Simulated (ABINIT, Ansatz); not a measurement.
# PNO (P3_2): G0W0 on several meshes in ABINIT, part 2 of 2

Aim: the GW shift of PNO (P3_2) against the k mesh.

ABINIT 10.8.3; LDA and many-body steps on it, plane waves. Known limits of the many-body steps: not at the basis limit; coarse k mesh.

So far. Step 4 (3×3×2): The gap on the mesh goes from 5.23 eV to 7.46 eV, a correction of +2.24 eV. Step 5 (Empty states on the mesh, 3×3×1 mesh, 101 bands): On this mesh the gap is 5.226 eV.

### Step 7. 3×3×1

This step: G0W0 on LDA, plane waves, norm-conserving pseudopotentials.

run.abi

```
acell 3*1.0 Angstrom
rprim 
  4.783611555019 -0.000000000004 0.000000000000
  -2.391805777506 4.142729128486 0.000000000000
  0.000000000000 0.000000000000 5.281207000000
ntypat 3
znucl 15 7 8
natom 9
typat 1 1 1 2 2 2 3 3 3
xred 
  0.985906000000 0.461916000000 0.328176000000
  0.538084000000 0.523990000000 0.994842666667
  0.476010000000 0.014094000000 0.661509333333
  0.388331000000 0.260582000000 0.782152000000
  0.872251000000 0.611669000000 0.115485333333
  0.739418000000 0.127749000000 0.448818666667
  0.146478000000 0.720287000000 0.556338000000
  0.279713000000 0.426191000000 0.223004666667
  0.573809000000 0.853522000000 0.889671333333
pp_dirpath "pseudos"
pseudos "P.upf, N.upf, O.upf"
ecut 36
ngkpt 3 3 1
nshiftk 1
shiftk 0 0 0
kptopt 1
chksymbreak 0
istwfk *1
occopt 1
irdwfk 1
optdriver 4
nband 93
gwcalctyp 0
ecutsigx 36
symsigma 1
nkptgw 3
kptgw 
  0.3333333333 0.3333333333 0.0000000000
  0.0000000000 0.0000000000 0.0000000000
  0.3333333333 0.0000000000 0.0000000000
bdgw 
  23 26
  23 27
  23 26
ecuteps 4.2
irdscr 1
ppmodel 1
indata_prefix "in"
outdata_prefix "out"
tmpdata_prefix "tmp"
```

Run with:

```console
$ OMP_NUM_THREADS=1 mpirun -n 4 abinit run.abi > log
```

Numbers of over 12 decimals in the logs are rounded to 6 here.

Log:

```text
.Version 10.8.3 of ABINIT. v10.8.2 released Aug 2026.

 Symmetries : space group P3_2 (#145); Bravais hP (primitive hexag.)
[... echo of the input left out ...]
== DATASET  1 ==================================================================
-   mpi_nproc: 4, omp_nthreads: 1 (-1 if OMP is not activated)

--- !DatasetInfo
iteration_state: {dtset: 1, }
dimensions: {natom: 9, nkpt: 3, mband: 93, nsppol: 1, nspinor: 1, nspden: 1, mpw: 7302, }
cutoff_energies: {ecut:  36.0, pawecutdg:  -1.0, }
electrons: {nelect:   4.80000000E+01, charge:   0.00000000E+00, occopt:   1.00000000E+00, tsmear:   1.00000000E-02, }

 SIGMA: Calculation of the GW corrections

 Based on a program developped by R.W. Godby, V. Olevano, G. Onida, and L. Reining.
 Incorporated in ABINIT by V. Olevano, G.-M. Rignanese, and M. Torrent.
.Using double precision arithmetic ; gwpc =  8

[... cell and pseudopotentials left out ...]
--------------------------------------------------------------------------------

 ==== K-mesh for the wavefunctions ====
 Number of points in the irreducible wedge :     3
[... list of points left out ...]
 Together with  3 symmetry operations and time-reversal symmetry
 yields     9 points in the full Brillouin Zone.

 ==== Q-mesh for screening function ====
 Number of points in the irreducible wedge :     3
[... list of points left out ...]
 Together with  3 symmetry operations and time-reversal symmetry
 yields     9 points in the full Brillouin Zone.

 vcoul_init : cutoff-mode = AUXILIARY_FUNCTION
 q-points for optical limit:   1
     1)      0.000010    0.000020    0.000030
 setmesh: FFT mesh size selected  =    45x   45x   54
          total number of points  =       109350

 Number of electrons calculated from density =   48.0000; Expected =   48.0000
[...]
Perturbative Calculation

--- !SelfEnergy_ee
iteration_state: {dtset: 1, }
kpoint     : [   0.333,    0.333,    0.000, ]
spin       : 1
KS_gap     :    6.251
QP_gap     :    8.670
Delta_QP_KS:    2.419
data: !SigmaeeData |
     Band     E0 <VxcDFT>   SigX SigC(E0)      Z dSigC/dE  Sig(E)    E-E0       E
       23   2.668 -17.327 -21.524   3.739   0.809  -0.235 -17.698  -0.372   2.296
       24   2.713 -16.943 -20.962   3.577   0.809  -0.236 -17.300  -0.357   2.356
       25   8.964 -14.764  -8.677  -3.599   0.829  -0.207 -12.703   2.062  11.025
[...]
--- !SelfEnergy_ee
iteration_state: {dtset: 1, }
kpoint     : [   0.000,    0.000,    0.000, ]
spin       : 1
KS_gap     :    5.716
QP_gap     :    8.024
Delta_QP_KS:    2.309
data: !SigmaeeData |
     Band     E0 <VxcDFT>   SigX SigC(E0)      Z dSigC/dE  Sig(E)    E-E0       E
[...]
--- !SelfEnergy_ee
iteration_state: {dtset: 1, }
kpoint     : [   0.333,    0.000,    0.000, ]
spin       : 1
KS_gap     :    5.422
QP_gap     :    7.721
Delta_QP_KS:    2.299
data: !SigmaeeData |
     Band     E0 <VxcDFT>   SigX SigC(E0)      Z dSigC/dE  Sig(E)    E-E0       E
[...]
25   8.114 -14.338  -8.548  -3.474   0.833  -0.200 -12.408   1.930  10.044
       26   8.586 -13.264  -7.525  -3.500   0.837  -0.195 -11.389   1.874  10.460

 New Fermi energy :        2.137055E-01 Ha ,    5.815223E+00 eV

 === QP Band Gaps ===
  >>>> For spin  1
   Minimum direct gap =   7.7208 [eV], located at k-point      :   0.3333  0.0000  0.0000
   Fundamental gap    =   7.4351 [eV], Top of valence bands at :   0.3333  0.3333  0.0000
                                       Bottom of conduction at :   0.0000  0.0000  0.0000

== END DATASET(S) ==============================================================
================================================================================

 -outvars: echo values of variables after computation  --------
           etotal      0.0000000000E+00
            nband          93
             nkpt           3
          spgroup         145
 [... the other variables as echoed above ...]

 Calculation completed.
```

Wall time 10 s (4 MPI ranks of Intel Xeon Platinum 8559C (Emerald Rapids), shared host); peak memory 0.73 GiB.

Numbers from this step:

- G0W0 gap on the points computed: 7.435 eV
- starting gap on the mesh: 5.226 eV
- k of the valence top: 0.3333, 0.3333, 0
- k of the conduction bottom: 0, 0, 0
- Z at the valence top: 0.809
- Z at the conduction bottom: 0.829
- least direct G0W0 gap on the computed points: 7.720 eV

Against G0W0 in ABINIT (3×3×2 mesh, 93 bands, screening to 114.3 eV, Godby-Needs plasmon pole), the gap moves by −0.026 eV.

### Step 8. The runs together

Times are wall times on 4 MPI ranks of Intel Xeon Platinum 8559C (Emerald Rapids), shared host, good to a factor of about two. A run's time includes the screening step that it read.

| run | mesh | bands | screening cutoff (eV) | DFT gap (eV) | gap on the mesh (eV) | direct (eV) | ε∞ used | time |
| --- | --- | --- | --- | --- | --- | --- | --- | --- |
| 3×3×2 | 3×3×2 | 93 | 114.3 | 5.226 | 7.461 | 7.737 | 3.31 | 68 s |
| 3×3×1 | 3×3×1 | 93 | 114.3 | 5.226 | 7.435 | 7.720 | 3.32 | 27 s |

### Step 9. Summary of results

* 3×3×2: 7.461 eV
* 3×3×1: 7.435 eV
* known limits: not at the basis limit; coarse k mesh

3×3×1: −0.026 eV against 3×3×2. Bands and cutoff are finite, so the gap is not at the basis limit. The miss can reach some tenths of an eV and take either sign; the mesh is an error of its own. In the first G0W0 run levels were corrected at 3 k points alone, so a gap called «on the mesh» is the least over those, and an edge elsewhere would be missed. A denser mesh or path gives a starting gap of 5.14 eV: the GW mesh misses a band edge, so its gaps are not the fundamental one. The 3×3×2 mesh is coarse for this cell, which bears on the long-range parts of exchange and screening.

[Paths, hosts, dates, memory and timing lines, banners, echoed tables and standing remarks are left out of the program output.]

[Logs are printed without paths, hosts, clocks, repeated set-up lines and the standing remarks that a program may print on its own settings, such as how far it seeks lower states.]

[Runs of the session that timed out or met a known fault of the program may be left out.]

[No measured gap is set beside runs whose start may be inverted or whose files or cutoffs have a known fault.]

[Hosts, paths, dates, database ids (printed as entryN), source tags and the programs' standing remarks are cut or masked in the printed files.]

[G0W0 gaps are taken among the corrected bands and points alone; a level outside them can change the order at an edge.]

[Where Ansatz stands beside ABINIT at settings called matched, ABINIT's density can come from a denser mesh and the files from another edition; pairs whose starting gaps differed by over 0.03 eV were left out, so agreement reads better than it is.]
